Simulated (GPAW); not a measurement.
## Optical response of BaTiO3

Wanted: where BaTiO3 starts to absorb, how strongly, and its refractive index.

Main program and level: GPAW 26.7.0; DFT, PBE, plane-wave PAW (GPAW data sets), scalar-relativistic, RPA, optical limit.

**1. Set-up**

It takes space group Pm-3m (No. 221, cubic). Conventional cell: a = 4.006 Å, b = 4.006 Å, c = 4.006 Å, α = 90.00°, β = 90.00°, γ = 90.00°. Ba has 12 O at 2.83 Å nearest. Nearest to Ti lie 6 O at 2.00 Å. O has 2 Ti at 2.00 Å and 4 Ba at 2.83 Å nearest. Farther neighbours and most contacts between anions are not listed.

Coordinates:

```cif
data_structure
_symmetry_space_group_name_H-M 'P 1'
_symmetry_Int_Tables_number 1
_cell_length_a 4.0060
_cell_length_b 4.0060
_cell_length_c 4.0060
_cell_angle_alpha 90.000
_cell_angle_beta 90.000
_cell_angle_gamma 90.000
_cell_volume 64.29
loop_
_atom_site_label
_atom_site_type_symbol
_atom_site_fract_x
_atom_site_fract_y
_atom_site_fract_z
_atom_site_occupancy
Ba1 Ba 0.50000 0.50000 0.50000 1
Ti2 Ti 0.00000 0.00000 0.00000 1
O3 O 0.00000 0.00000 0.50000 1
O4 O 0.00000 0.50000 0.00000 1
O5 O 0.50000 0.00000 0.00000 1
```

**2. Ground state**

The self-consistent density comes first; it also tells whether there is a gap, which decides the occupations and the need for a Drude term.

This step: DFT, PBE, plane-wave PAW (GPAW data sets), scalar-relativistic, ground state (GPAW 26.7.0).

File gs.py:

```python
from ase import Atoms
from ase.dft.bandgap import bandgap
from gpaw import GPAW, PW, FermiDirac

atoms = Atoms(['Ba', 'Ti', 'O', 'O', 'O'],
              cell=[[4.006000000000, 0.000000000000, 0.000000000000],
                    [0.000000000000, 4.006000000000, 0.000000000000],
                    [0.000000000000, 0.000000000000, 4.006000000000]],
              scaled_positions=[[0.500000000000, 0.500000000000, 0.500000000000],
                                [0.000000000000, 0.000000000000, 0.000000000000],
                                [0.000000000000, 0.000000000000, 0.500000000000],
                                [0.000000000000, 0.500000000000, 0.000000000000],
                                [0.500000000000, 0.000000000000, 0.000000000000]],
              pbc=[True, True, True])
atoms.calc = GPAW(mode=PW(550), xc='PBE', kpts={'size': (6, 6, 6), 'gamma': True},
                  occupations=FermiDirac(0.05), maxiter=150, txt='gs.txt')
print('energy (eV)', atoms.get_potential_energy())
print('Fermi level (eV)', atoms.calc.get_fermi_level())
print('valence electrons', atoms.calc.get_number_of_electrons())
print('gap (eV)', bandgap(atoms.calc, output=None)[0])
print('direct gap (eV)', bandgap(atoms.calc, direct=True, output=None)[0])
atoms.calc.write('gs.gpw')
```

On the command line:

```bash
$ OMP_NUM_THREADS=1 python gs.py
```

Numbers of over 12 decimals in the logs are rounded to 6 here.

The log of the run:

```text
__  _  _
 | _ |_)|_||  |
 |__||  | ||/\| - 26.7.0

Versions:
  Python: 3.12.14
  ASE:    3.29.0
  Numpy:  2.5.5
  Scipy:  1.18.1
  Libxc:  7.0.0

Input parameters:
  mode=PW(ecut=550.0),
  kpts=MonkhorstPack(size=(6, 6, 6), gamma=True),
  maxiter=150,
  occupations=Occupations(name='fermi-dirac', width=0.05, fixmagmom=False),
  xc=XC(name='PBE')

Diagonalizing LCAO Hamiltonian
Converting LCAO to pw mode
   .---------.
  /|         |
 * |         |
 | |   Ba    |
 O |         |
 | .---------.
 |/         /
 Ti---O----*

Atoms  # Å, Bohr magnetons
|   | symbol |        x |        y |        z |    initial magnetic moments |
| 0 |     Ba | 2.003000 | 2.003000 | 2.003000 | ( 0.0000,  0.0000,  0.0000) |
| 1 |     Ti | 0.000000 | 0.000000 | 0.000000 | ( 0.0000,  0.0000,  0.0000) |
| 2 |      O | 0.000000 | 0.000000 | 2.003000 | ( 0.0000,  0.0000,  0.0000) |
| 3 |      O | 0.000000 | 2.003000 | 0.000000 | ( 0.0000,  0.0000,  0.0000) |
| 4 |      O | 2.003000 | 0.000000 | 0.000000 | ( 0.0000,  0.0000,  0.0000) |

Unit cell  # Å
| periodic |        x |        y |        z |  lengths |    angles |
|      yes | 4.006000 | 0.000000 | 0.000000 | 4.006000 | 90.000000 |
|      yes | 0.000000 | 4.006000 | 0.000000 | 4.006000 | 90.000000 |
|      yes | 0.000000 | 0.000000 | 4.006000 | 4.006000 | 90.000000 |

Number of symmetries: 48
Symmetry operations  # r_c * U_cc + t_c -> r_c
|    | kind |            matrix            |
|  0 |  E   |  1, 0, 0,  0, 1, 0,  0, 0, 1 |
|  1 |  σ   |  1, 0, 0,  0, 1, 0,  0, 0,-1 |
|  2 |  σ   |  1, 0, 0,  0, 0, 1,  0, 1, 0 |
|  3 |  C4  |  1, 0, 0,  0, 0, 1,  0,-1, 0 |
|  4 |  C4  |  1, 0, 0,  0, 0,-1,  0, 1, 0 |
|  5 |  σ   |  1, 0, 0,  0, 0,-1,  0,-1, 0 |
|  6 |  σ   |  1, 0, 0,  0,-1, 0,  0, 0, 1 |
|  7 |  C2  |  1, 0, 0,  0,-1, 0,  0, 0,-1 |
|  8 |  σ   |  0, 1, 0,  1, 0, 0,  0, 0, 1 |
|  9 |  C2  |  0, 1, 0,  1, 0, 0,  0, 0,-1 |
| 10 |  C3  |  0, 1, 0,  0, 0, 1,  1, 0, 0 |
| 11 |  S6  |  0, 1, 0,  0, 0, 1, -1, 0, 0 |
| 12 |  S6  |  0, 1, 0,  0, 0,-1,  1, 0, 0 |
| 13 |  C3  |  0, 1, 0,  0, 0,-1, -1, 0, 0 |
| 14 |  C4  |  0, 1, 0, -1, 0, 0,  0, 0, 1 |
| 15 |  S4  |  0, 1, 0, -1, 0, 0,  0, 0,-1 |
| 16 |  C3  |  0, 0, 1,  1, 0, 0,  0, 1, 0 |
| 17 |  S6  |  0, 0, 1,  1, 0, 0,  0,-1, 0 |
| 18 |  σ   |  0, 0, 1,  0, 1, 0,  1, 0, 0 |
| 19 |  C4  |  0, 0, 1,  0, 1, 0, -1, 0, 0 |
| 20 |  C2  |  0, 0, 1,  0,-1, 0,  1, 0, 0 |
| 21 |  S4  |  0, 0, 1,  0,-1, 0, -1, 0, 0 |
| 22 |  S6  |  0, 0, 1, -1, 0, 0,  0, 1, 0 |
| 23 |  C3  |  0, 0, 1, -1, 0, 0,  0,-1, 0 |
| 24 |  S6  |  0, 0,-1,  1, 0, 0,  0, 1, 0 |
| 25 |  C3  |  0, 0,-1,  1, 0, 0,  0,-1, 0 |
| 26 |  C4  |  0, 0,-1,  0, 1, 0,  1, 0, 0 |
| 27 |  σ   |  0, 0,-1,  0, 1, 0, -1, 0, 0 |
| 28 |  S4  |  0, 0,-1,  0,-1, 0,  1, 0, 0 |
| 29 |  C2  |  0, 0,-1,  0,-1, 0, -1, 0, 0 |
| 30 |  C3  |  0, 0,-1, -1, 0, 0,  0, 1, 0 |
| 31 |  S6  |  0, 0,-1, -1, 0, 0,  0,-1, 0 |
| 32 |  C4  |  0,-1, 0,  1, 0, 0,  0, 0, 1 |
| 33 |  S4  |  0,-1, 0,  1, 0, 0,  0, 0,-1 |
| 34 |  S6  |  0,-1, 0,  0, 0, 1,  1, 0, 0 |
| 35 |  C3  |  0,-1, 0,  0, 0, 1, -1, 0, 0 |
| 36 |  C3  |  0,-1, 0,  0, 0,-1,  1, 0, 0 |
| 37 |  S6  |  0,-1, 0,  0, 0,-1, -1, 0, 0 |
| 38 |  σ   |  0,-1, 0, -1, 0, 0,  0, 0, 1 |
| 39 |  C2  |  0,-1, 0, -1, 0, 0,  0, 0,-1 |
| 40 |  σ   | -1, 0, 0,  0, 1, 0,  0, 0, 1 |
| 41 |  C2  | -1, 0, 0,  0, 1, 0,  0, 0,-1 |
| 42 |  C2  | -1, 0, 0,  0, 0, 1,  0, 1, 0 |
| 43 |  S4  | -1, 0, 0,  0, 0, 1,  0,-1, 0 |
| 44 |  S4  | -1, 0, 0,  0, 0,-1,  0, 1, 0 |
| 45 |  C2  | -1, 0, 0,  0, 0,-1,  0,-1, 0 |
| 46 |  C2  | -1, 0, 0,  0,-1, 0,  0, 0, 1 |
| 47 |  i   | -1, 0, 0,  0,-1, 0,  0, 0,-1 |

BZ-sampling:
  Number of BZ points: 216
  Number of IBZ points: 20

  Monkhorst-Pack size: [6, 6, 6]
  Monkhorst-Pack shift: [0.083333, 0.083333, 0.083333]

K-points  # in reciprocal-cell coordinates
|     |                                coordinates |     weight |
|   0 | (  0.00000000,   0.00000000,   0.00000000) | 0.00462963 |
|   1 | (  0.16666667,   0.00000000,   0.00000000) | 0.02777778 |
|   2 | (  0.16666667,   0.16666667,   0.00000000) | 0.05555556 |
|   3 | (  0.16666667,   0.16666667,   0.16666667) | 0.03703704 |
|   4 | (  0.33333333,   0.00000000,   0.00000000) | 0.02777778 |
|   5 | (  0.33333333,   0.16666667,   0.00000000) | 0.11111111 |
|   6 | (  0.33333333,   0.16666667,   0.16666667) | 0.11111111 |
|   7 | (  0.33333333,   0.33333333,   0.00000000) | 0.05555556 |
|   8 | (  0.33333333,   0.33333333,   0.16666667) | 0.11111111 |
|   9 | (  0.33333333,   0.33333333,   0.33333333) | 0.03703704 |
| ... |                                            |            |
|  19 | (  0.50000000,   0.50000000,   0.50000000) | 0.00462963 |

Plane wave coefficients: 1924
Cutoff: 550.0 eV

Spin-components: 1 (collinear spins)
Bands:           28
Projectors:      27
Spin-degeneracy: 2
Datatype:        complex128

Parallelization:
  kpt:    1
  domain: 1
  band:   1

Density:
  Valence electrons: 40.0
  Components: 1
  Grid points: [24 24 24]
  Charge: 0.0  # |e|

Potential:
  Grid points: [24 24 24]

species:
  Ba:
    name:    Barium
    id:
    Z:       56.0
    valence: 10
    core:    46
    charge:  0.0  # [|e|]
    compensation charges:
      type: gauss
      rc: 0.37  # [Å]
      lmax: 2
    cutoffs:
      filter: 2.06  # [Å]
      core: 2.33  # [Å]
    projectors
    | kind |    occ | energy [eV] | rcut [Å] |
    |   5s |  2.000 |     -33.644 |    1.164 |
    |   6s |  2.000 |      -3.229 |    1.164 |
    |   5p |  6.000 |     -18.744 |    1.164 |
    |    p |        |       0.000 |    1.164 |
    |    d |        |       0.000 |    1.164 |
    |    d |        |      27.211 |    1.164 |

    Using partial waves for Ba as LCAO basis

  Ti:
    name:    Titanium
    id:
    Z:       22.0
    valence: 12
    core:    10
    charge:  0.0  # [|e|]
    compensation charges:
      type: gauss
      rc: 0.38  # [Å]
      lmax: 2
    cutoffs:
      filter: 2.23  # [Å]
      core: 1.02  # [Å]
    projectors
    | kind |    occ | energy [eV] | rcut [Å] |
    |   3s |  2.000 |     -62.623 |    1.270 |
    |   4s |  2.000 |      -4.466 |    1.270 |
    |   3p |  6.000 |     -38.862 |    1.058 |
    |   4p |  0.000 |      -1.466 |    1.058 |
    |   3d |  2.000 |      -4.258 |    1.058 |
    |    d |        |      22.953 |    1.058 |

    Using partial waves for Ti as LCAO basis

  O:
    name:    Oxygen
    id:
    Z:       8.0
    valence: 6
    core:    2
    charge:  0.0  # [|e|]
    compensation charges:
      type: gauss
      rc: 0.21  # [Å]
      lmax: 2
    cutoffs:
      filter: 1.17  # [Å]
      core: 0.83  # [Å]
    projectors
    | kind |    occ | energy [eV] | rcut [Å] |
    |   2s |  2.000 |     -23.961 |    0.688 |
    |   2p |  4.000 |      -9.029 |    0.598 |
    |    s |        |       3.251 |    0.688 |
    |    p |        |      18.182 |    0.598 |
    |    d |        |       0.000 |    0.619 |

    Using partial waves for O as LCAO basis

Reference energy: -250624.413696  # eV

eigensolver:
  PPCG
  Converge bands: occupied
  niter=2

density mixing:
  MSR1-Mixer
  Pratt-step length: 0.05
  Maximum mixing coefficient: 0.75
  Old densities: 10
  SVD Regularization: 0.005
  Good broyden scale: 1.0
  Trust region scale: 1.0
  Backstep threshold: 4.0
  History deletion threshold: 6.0
  Fourier metric: weight=20.0, sigma=0.015

occupation numbers:
  Fermi-Dirac:
    width: 0.0500  # eV

poisson solver:
  ecut: 4400.0  # eV

xc functional:
  name: PBE with 2 nearest neighbor stencil

convergence criteria:
- Maximum [total energy] change in last 3 cyles: 0.0005 eV / valence electron
- Maximum integral of absolute [dens]ity change: 0.0001 electrons / valence electron
- Maximum integral of absolute [eigenst]ate change: 4e-08 eV^2 / valence electron
maximum number of iterations: 150

SCF iterations
|iter     |      energy | eigst |  dens |
|iter:   1||  -44.253411 | -0.08 |       |
|iter:   2||  -42.475917 | -1.66 | -0.87 |
|iter:   3||  -39.197200 | -0.69 | -0.94 |
|iter:   4||  -38.931234 | -1.79 | -1.42 |
|iter:   5||  -38.882684 | -2.60 | -1.62 |
|iter:   6||  -38.889756 | -3.34 | -1.97 |
|iter:   7||  -38.889392c| -4.38 | -2.74 |
|iter:   8||  -38.889437c| -5.49 | -3.32 |
|iter:   9||  -38.889438c| -6.68 | -3.82 |
|iter:  10||  -38.889438c| -8.02c| -4.55c|

Converged in 10 steps
SCF loop duration: 34.377 s (3.438 s/step)
Energy contributions relative to reference atoms: (reference = -250624.413696)

Energy contributions:
  Kinetic:          40.191392
  Coulomb:         -42.063388
  Zero:              0.405504
  External:          0.000000
  Xc:              -37.422946
  Entropy:          -0.000000
  Spinorbit:         0.000000
  ----------------------------
  Free energy:     -38.889438
  Extrapolated:    -38.889438

dipole moment: (-35.431422, -35.431422, -35.431422)  # |e|*Ang

Fermi level: 8.542
Eigenvalues  # (at kpt = [0.000, 0.000, 0.000])
| band index |      eig [eV] | occ [0-2] |
|          0 |       -48.945 |     2.000 |
|        ... |               |           |
|         12 |         5.351 |     2.000 |
|         13 |         5.351 |     2.000 |
|         14 |         6.550 |     2.000 |
|         15 |         6.550 |     2.000 |
|         16 |         6.550 |     2.000 |
|         17 |         7.515 |     2.000 |
|         18 |         7.515 |     2.000 |
|         19 |         7.515 |     2.000 |
|         20 |         9.423 |     0.000 |
|         21 |         9.423 |     0.000 |
|         22 |         9.423 |     0.000 |
|         23 |        11.569 |     0.000 |
|         24 |        11.569 |     0.000 |
|         25 |        12.728 |     0.000 |
|         26 |        12.728 |     0.000 |
|         27 |        15.028 |     0.000 |

Gap: 1.778 eV
Transition (v -> c):
  (s=0, k=19, n=19, [0.50, 0.50, 0.50]) -> (s=0, k=0, n=20, [0.00, 0.00, 0.00])
Direct/indirect transitions are different
Direct gap: 1.908 eV
Transition at: (s=0, k=0, n=19, [0.00, 0.00, 0.00])

--- standard output ---
energy (eV) -38.889438
Fermi level (eV) 8.541844
valence electrons 40.0
gap (eV) 1.777606
direct gap (eV) 1.907782
```

Wall time 39 s (1 thread of Arm Neoverse N1, shared host); peak memory 0.17 GiB.

This step gave:

- energy: -38.89 eV
- Fermi energy: 8.542 eV
- gap on the k-mesh: 1.778 eV
- direct gap on the mesh: 1.908 eV
- electrons: 40

There is a gap, 1.78 eV on this mesh (points off the mesh can give less), so no carriers' term is needed.

**3. Bands for the response**

At the fixed density, many empty bands are solved on the mesh of the response, since the spectrum sums over them.

This step: DFT, PBE, plane-wave PAW (GPAW data sets), scalar-relativistic, bands at fixed density (GPAW 26.7.0).

File nscf.py:

```python
from ase.dft.bandgap import bandgap
from gpaw import GPAW, FermiDirac

calc = GPAW('gs.gpw').fixed_density(kpts={'size': (7, 7, 7), 'gamma': True}, nbands=62, convergence={'bands': 56},
                                    occupations=FermiDirac(0.001), txt='nscf.txt')
print('gap (eV)', bandgap(calc, output=None)[0])
print('direct gap (eV)', bandgap(calc, direct=True, output=None)[0])
print('top band over the Fermi level (eV)', min(calc.get_eigenvalues(kpt=k)[55] for k in range(len(calc.get_ibz_k_points()))) - calc.get_fermi_level())
calc.write('full.gpw', mode='all')
```

On the command line:

```bash
$ OMP_NUM_THREADS=1 python nscf.py
```

The log of the run:

```text
Diagonalizing LCAO Hamiltonian
Converting LCAO to pw mode
convergence criteria:
- Maximum integral of absolute [eigenst]ate change: 4e-08 eV^2 / valence electron
maximum number of iterations: 150

SCF iterations
|iter     |      energy | eigst |  dens |
|iter:   1||             | +3.39 |       |
|iter:   2||             | +2.21 |       |
|iter:   3||             | +0.97 |       |
|iter:   4||             | -0.30 |       |
|iter:   5||             | -1.15 |       |
|iter:   6||             | -2.13 |       |
|iter:   7||             | -2.95 |       |
|iter:   8||             | -3.92 |       |
|iter:   9||             | -4.74 |       |
|iter:  10||             | -5.71 |       |
|iter:  11||             | -6.52 |       |
|iter:  12||             | -7.11 |       |
|iter:  13||             | -7.47c|       |
SCF steps: 13
  __  _  _
 | _ |_)|_||  |
 |__||  | ||/\| - 26.7.0

Versions:
  Python: 3.12.14
  ASE:    3.29.0
  Numpy:  2.5.5
  Scipy:  1.18.1
  Libxc:  7.0.0

Input parameters:
  mode=PW(ecut=550.0),
  convergence={'bands': 56},
  gpts=array([24, 24, 24]),
  kpts=MonkhorstPack(size=(7, 7, 7), gamma=True),
  maxiter=150,
  nbands=62,
  occupations=Occupations(name='fermi-dirac', width=0.001, fixmagmom=False),
  parallel={},
  xc=XC(name='PBE')

--- standard output ---
gap (eV) 1.841239
direct gap (eV) 1.907782
top band over the Fermi level (eV) 30.540426
```

The job ended after 93 s (1 thread; peak memory 0.22 GiB).

Numbers from this step:

* gap on the k-mesh: 1.841 eV

[end of part 1 of 2]

[Machine, clock and banner lines and Python warnings are left out of the logs.]

[Logs are printed without paths, hosts, clocks, repeated set-up lines and the standing remarks that a program may print on its own settings, such as how far it seeks lower states.]

[Hosts, paths, dates, database ids (printed as entryN), source tags and the programs' standing remarks are cut or masked in the printed files.]
